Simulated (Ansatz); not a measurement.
# Quasi-harmonic thermodynamics of BaY (hypothetical, Pm-3m), part 3 of 3

Wanted: α(T), C_P(T) and B(T) of BaY (hypothetical) in the quasi-harmonic approximation. The compound is hypothetical: it was made by swapping elements on a known structure type.

Ansatz 0.2.0; DFT PBE, scalar-relativistic, plane waves, PAW.

So far. Step 2 (A first coarse run): The start is under -1.9 GPa at this level and looks like a metal on this mesh. Step 5 (Relaxing to small residual forces and stress): The residual pressure is 2.5e-5 GPa, small enough for phonons. The relaxed cell has a = 4.418 Å (conventional setting).

**9. Phonons of the refused cell**

The study refused this cell, so its phonons are run alone to see which modes are imaginary.

Input file input.yaml:

```yaml
crystal:
  lattice:
    - [4.4177244005, 0.0, 0.0]
    - [0.0, 4.4177244005, 0.0]
    - [0.0, 0.0, 4.4177244005]
  atoms:
    - { symbol: Ba, position: [0.0, 0.0, 0.0] }
    - { symbol: "Y", position: [0.5, 0.5, 0.5] }
kpoints:
  mp_grid: { grid: [12, 12, 12] }
hamiltonian:
  xc: pbe
scf:
  occupations: { method: methfessel_paxton, width: 0.15 }
output:
  eigenvalues: true
phonons:
  method: dfpt
  qmesh: [4, 4, 4]
  temperatures: { t_max: 1000, t_step: 50 }
  qpath:
    path:
      - [[0.0, 0.0, 0.0], [0.0, 0.5, 0.0], [0.5, 0.5, 0.0], [0.0, 0.0, 0.0], [0.5, 0.5, 0.5], [0.0, 0.5, 0.0]]
      - [[0.5, 0.5, 0.5], [0.5, 0.5, 0.0]]
    npoints: 10
```

The run is started by

```console
> ansatz run input.yaml --threads 4 --pin off --max-ram 8192MiB --backend cpu --events-out ev --progress --plain --runs-dir out
```

Numbers of over 12 decimals in the logs are rounded to 6 here.

Output:

```text
[...]
Crystal: 2 atoms, lattice volume = 86.218 Å³
Basis set: ecut = 420 eV, 1743 PW (Γ), exchange–correlation on 60×60×60 points (8 copies of the dense FFT grid, shifted against one another)
Bands: 15, of which v1, the nominal top of the filled ones, is band 11 counted from 1 (10 counted from 0)
Symmetry: 48 space group operations
k-points: 84 of 1728
[...]
SCF iter   1: F=—  HF=-9797.538741 eV  |F-HF|=—  |Δ(HF+E_count)|=         —  Δρ=2.73e-3  dr2=9.55e-3  ethr=1.77e-3  ⟨swp⟩=6.3  Hψ=7336  notcnv=0
[...]
SCF iter   8: F=-9797.537095 eV  HF=-9797.537095 eV  |F-HF|=1.82e-12  |Δ(HF+E_count)|=  7.64e-11  S|Δr|=    0.00e0  Δρ=4.80e-8  dr2=1.82e-12  ethr=1.00e-12  ⟨swp⟩=6.3  Hψ=5825  notcnv=0
[...]
SCF 1 converged in 8 iterations: F = -9797.537095 eV  dr2 = 1.82e-12
[...]
phonons: the bands overlap, so this run is a metal and interpolates without the dipole-dipole term. If the crystal is really an insulator or semiconductor, its LO-TO splitting is missing
NSCF: frozen V_eff on 84 k-points
WARN: eigensolver did not converge in 3 slots of this pass, the one above among them; of largest residual over every band (k=30): 1 band(s) unlocked (lowest unlocked band 14, counted from 0; max residual 5.84e-5 eV among the unlocked bands, 5.84e-5 eV over every band); of lowest unlocked band (k=8): band 14
[...]
DFPT response loops at q = (0, 0, 0) (fractional): preconditioner auto → Kerker (q_TF=auto, 2.156 Å⁻¹) (partly filled bands, converged f_vac=0.000); β = 1.00, the filter's whole step (`scf.mixing.beta` (0.50) is not read by the response loops under this deck's `scf.mixing.preconditioner`; to damp them name `kerker` or `kerker_dos`, under which they read `scf.mixing.beta`, and type it under 1.00, their step now; both keys bind the ground state too); Broyden in place of MSR1
[...]
SCF converged after 8 iterations
[...]
Free energy (F): -9797.537095 eV
[...]
Internal energy: -9797.533166 eV  (E = F + TS)
E sigma→0 (E₀):  -9797.536113 eV
Entropy (-TS):   -0.003929 eV (-1.964 meV/atom)
Fermi energy:    7.948969 eV
[...]
--- Band table (eV; the first three rows and the last of 84) ---
  k-point 0: bands = [... 7 lower, -5.0966, 4.3403, 6.9110, 6.9110, 9.5207, 9.5207, 9.5207, 11.4634]
  k-point 1: bands = [... 7 lower, -5.0955, 4.4272, 6.9539, 6.9714, 9.4990, 9.4990, 9.5475, 11.2902]
  k-point 2: bands = [... 7 lower, -5.0924, 4.6789, 7.0814, 7.1273, 9.4474, 9.4474, 9.6249, 10.8576]
  k-point 83: bands = [... 7 lower, -5.3515, 7.8253, 7.8253, 7.8253, 8.6264, 8.6264, 8.6264, 10.6115]
--- Phonons (Γ-DFPT): 2 representative perturbations + reference (Σ response iterations 6) ---
  ASR residual: 1.606e-5 → 0.000e0 eV/Å²; symmetrization residual: 1.893e-5 eV/Å²
  ASR residual per site (eV/Å²): 1.61e-5 1.12e-5
  Γ frequencies (cm⁻¹): 0.00 0.00 0.00 102.37 102.37 102.37
--- Phonons (arbitrary-q DFPT): 10 irreducible q on the 4×4×4 mesh ---
  q = [0.0000, 0.0000, 0.0000] (star 1, of the zone-centre solve; hermiticity 1.82e-5, symmetrization 4.41e-13): 0.00 0.00 0.00 102.37 102.37 102.37
  q = [0.0000, 0.0000, 0.2500] (star 6, 4 solved perturbations in 1848 linear systems a pass and spin channel, the states on 588 of 1728 k-point pairs; hermiticity 9.74e-6, symmetrization 1.36e-12): 34.80 34.80 39.01 84.42 94.97 94.97
[...]
q = [0.0000, 0.2500, -0.5000] (star 12, 6 solved perturbations on 588 of 1728 k-point pairs; hermiticity 9.33e-6, symmetrization 2.57e-14): 10.12 33.18 51.69 78.21 90.60 95.07
[...]
sum rule: each row above includes the acoustic sum rule's correction from the zone centre's row sums; it moved no ω² by more than (0.19 cm⁻¹)²
  mesh force constants: q→R imaginary residual 3.33e-18; ASR residual 1.606e-5 → 0.000e0 eV/Å²; symmetrization residual 1.332e-15 eV/Å²
  interpolated dispersion: 62 rows × 6 modes
  density of states and harmonic sums: on the 16×16×16 q-mesh, interpolated from the force constants of a 4×4×4 supercell (no non-analytic term)
  largest difference from the sums on the solved wave vectors: F 1.13e-2 eV, S 1.46e-5 and C_V 3.38e-6 eV/K
  zero-point energy: 0.023227 eV/cell   skipped modes (ω ≤ 0): 25, of them read as no rigid motion or as one in doubt: 22 (1.011e-1 modes/cell left out, lowest -15.22 cm⁻¹)   left out of the sums: 1.70e-2 of the cell's modes: C_V's classical limit lies that fraction below 3 k_B per atom; for a crystal, a wire or a layer, F and S can be off by more, and a phonons.interpolated_qmesh denser along its periods is the remedy for the sampling
```

Wall time 8.9 min (4 threads of Arm Neoverse V1, shared host); peak memory 3.1 GiB; 35 min of CPU time.

Numbers from this step:

- Γ frequencies: 0, 0, 0, 102.4, 102.4, 102.4 cm⁻¹ (negative: imaginary)
- lowest frequency on the path: -15.30 cm⁻¹
- point group: m-3m
- highest frequency: 102.4 cm⁻¹

No LO-TO term. Phonon branches along the path, in cm⁻¹:

| point | branch 1 | branch 2 | branch 3 | branch 4 | branch 5 | branch 6 |
| --- | --- | --- | --- | --- | --- | --- |
| Γ | 0 | 0 | 0 | 102 | 102 | 102 |
| halfway | 35 | 35 | 39 | 84 | 95 | 95 |
| X | 52 | 53 | 53 | 62 | 88 | 88 |
| halfway | 10 | 33 | 52 | 78 | 91 | 95 |
| M | -15 | -15 | 49 | 90 | 90 | 93 |
| halfway | 16 | 43 | 52 | 74 | 93 | 99 |
| Γ | 0 | 0 | 0 | 102 | 102 | 102 |
| halfway | 39 | 39 | 42 | 87 | 90 | 90 |
| R | 65 | 65 | 65 | 69 | 69 | 69 |
| halfway | 22 | 37 | 60 | 79 | 80 | 98 |
| X | 52 | 53 | 53 | 62 | 88 | 88 |
| jump to R | 65 | 65 | 65 | 69 | 69 | 69 |
| halfway | 36 | 36 | 62 | 83 | 83 | 85 |
| M | -15 | -15 | 49 | 90 | 90 | 93 |

The phonon branches as a text plot (rows in cm⁻¹):

```
    100 |***                 **********             ***
     95 |  ***    ******* *******      *           *   *        *
     90 |     ***************       *   ****            **    ***
     85 |   *        *   **    *        *** *     *   ***    **
     80 |    *      *      **        ***   *     *****      *
     75 |          *         **             **  ** * **    *
     71 |     *   *                          ******       *
     66 |      *                              ******   *  ***
     61 |       **                           *  *   *   ***  *
     56 |                                   **   *   ****     *
     51 |      ************  **      ***   **    *     *** *   **
     46 |    **  **        **            **       *
     41 |   **     *       *** *        *  *      **  * *   *
     36 |   *                 *     *    **         **       *
     31 |         *            **      *           *   *
     26 |  *        *     *          **
     21 |  *       *            *  *                * *
     17 | *          *   *   *** *  *                *        *
     12 |                  **   **
      7 |*                       * *                           *
      2 |             *           *
     -3 |
     -8 |           *     *
    -13 |            *****                                      *
         Γ      X      M          Γ            R        X|R     M
```

The phonon density of states has structure finer than the step of the table below, so its rows give means over 5 cm⁻¹, whole bins alone (the curve runs from -15.5 to 102 cm⁻¹). Peaks (cm⁻¹: height): 38.5: 0.0683, 51.5: 0.138, 80.5: 0.125, 97.5: 0.170.

Tetrahedra on 16 16 16, mean over bins of 1 cm⁻¹. The phonon density of states by wavenumber; means over each step:

| wavenumber (cm⁻¹) | phonon density of states (1/cm⁻¹/cell) |
| --- | --- |
| -10 | 0.00701 |
| -5 | 0.00483 |
| 0 | 0.00546 |
| 5 | 0.00688 |
| 10 | 0.0117 |
| 15 | 0.0270 |
| 20 | 0.0511 |
| 25 | 0.0561 |
| 30 | 0.0468 |
| 35 | 0.0556 |
| 40 | 0.0648 |
| 45 | 0.0503 |
| 50 | 0.104 |
| 55 | 0.0700 |
| 60 | 0.0256 |
| 65 | 0.0172 |
| 70 | 0.0198 |
| 75 | 0.0544 |
| 80 | 0.106 |
| 85 | 0.0846 |
| 90 | 0.122 |
| 95 | 0.145 |
| 100 | 0.0601 |

No LO-TO term. The modes at Γ (shares of kinetic energy by element, %):

| mode | frequency (cm⁻¹) | symmetry | Ba % | Y % |
| --- | --- | --- | --- | --- |
| 1 | 0.0 | T1u | 61 | 39 |
| 2 | 0.0 | T1u | 61 | 39 |
| 3 | 0.0 | T1u | 61 | 39 |
| 4 | 102.4 | T1u | 39 | 61 |
| 5 | 102.4 | T1u | 39 | 61 |
| 6 | 102.4 | T1u | 39 | 61 |

Displacements in mode 6 (102.4 cm⁻¹), the largest set to 1:
```
Ba1  0.00  0.00 -0.65
Y2   0.00  0.00  1.00
```

Lowest modes at the softest wavevector of the mesh; phase exp(i q.(R + tau)). Modes at q = (0.000, 0.500, 0.500), with each element's share of the kinetic energy (negative means imaginary):

| mode | frequency (cm⁻¹) | Ba % | Y % |
| --- | --- | --- | --- |
| 1 | -15.0 | 52 | 48 |
| 2 | -15.0 | 52 | 48 |
| 3 | 48.9 | 100 | 0 |
| 4 | 89.9 | 48 | 52 |
| 5 | 89.9 | 48 | 52 |
| 6 | 93.4 | 0 | 100 |

Displacements in mode 1 (-15.0 cm⁻¹), the largest set to 1, in the home cell:
```
Ba1 0.00 0.21 0.84
Y2  0.00 1.00 0.25
```

Displacements in mode 5 (89.9 cm⁻¹), the largest set to 1, in the home cell:
```
Ba1  0.00  0.77 -0.01
Y2   0.00  0.01 -1.00
```

Phonopy on the run's constants, 13x13x13 mesh, Gaussian sigma 2.0 cm⁻¹. Table of modes by wavenumber; read off at these points; values in 1/cm⁻¹/cell:

| wavenumber (cm⁻¹) | Ba | Y |
| --- | --- | --- |
| -20.0 | 6.5e-5 | 6.0e-5 |
| -15.0 | 0.00234 | 0.00206 |
| -10.0 | 0.00528 | 0.00458 |
| -5.0 | 0.00487 | 0.00415 |
| 0.0 | 0.00148 | 0.00120 |
| 5.0 | 5.4e-4 | 4.1e-4 |
| 10.0 | 0.00592 | 0.00453 |
| 15.0 | 0.0210 | 0.0164 |
| 20.0 | 0.0262 | 0.0197 |
| 25.0 | 0.0347 | 0.0240 |
| 30.0 | 0.0273 | 0.0171 |
| 35.0 | 0.0395 | 0.0199 |
| 40.0 | 0.0396 | 0.0159 |
| 45.0 | 0.0441 | 0.0146 |
| 50.0 | 0.0851 | 0.00978 |
| 51.9 | 0.095 | 0.00909 |
| 55.0 | 0.0682 | 0.00737 |
| 60.0 | 0.0229 | 0.00293 |
| 65.0 | 0.0133 | 0.00618 |
| 70.0 | 0.00821 | 0.0151 |
| 75.0 | 0.0142 | 0.0404 |
| 80.0 | 0.0287 | 0.0709 |
| 85.0 | 0.0242 | 0.0639 |
| 90.0 | 0.0249 | 0.0952 |
| 92.5 | 0.0291 | 0.105 |
| 95.0 | 0.0372 | 0.0998 |
| 96.9 | 0.0397 | 0.0898 |
| 100.0 | 0.0220 | 0.0432 |
| 105.0 | 7.0e-4 | 0.00115 |
| 110.0 | 0 | 0 |

The lowest solved frequency is -15.0 cm⁻¹, so the cell is unstable here and gives no valid free energy.

**10. What came out**

| Property | Result |
| --- | --- |
| lowest frequency at the solved wavevectors | -15.0 cm⁻¹ |

With imaginary harmonic modes at the relaxed cell the quasi-harmonic free energy is undefined, so no expansion is obtained for this phase at this level. The softest solved mode is 15i cm⁻¹ at q = (0, -0.5, -0.5), and 1 of 10 solved wavevectors carry a mode beyond 8i cm⁻¹. In a metal soft modes also hang on the k-mesh and the smearing, which were not converged here. The program warned that a few bands missed the eigensolver's threshold in at least one of the runs.

[Logs are printed without paths, hosts, clocks, repeated set-up lines and the standing remarks that a program may print on its own settings, such as how far it seeks lower states.]

[Hosts, paths, dates, database ids (printed as entryN), source tags and the programs' standing remarks are cut or masked in the printed files.]

[A step with changed settings may run another functional than the one named; its input shows which.]

[Pressures of single members of a volume series are the stress at the run's cutoff; with an incomplete basis they can lie off −dE/dV of the same runs, and they are not shown converged.]
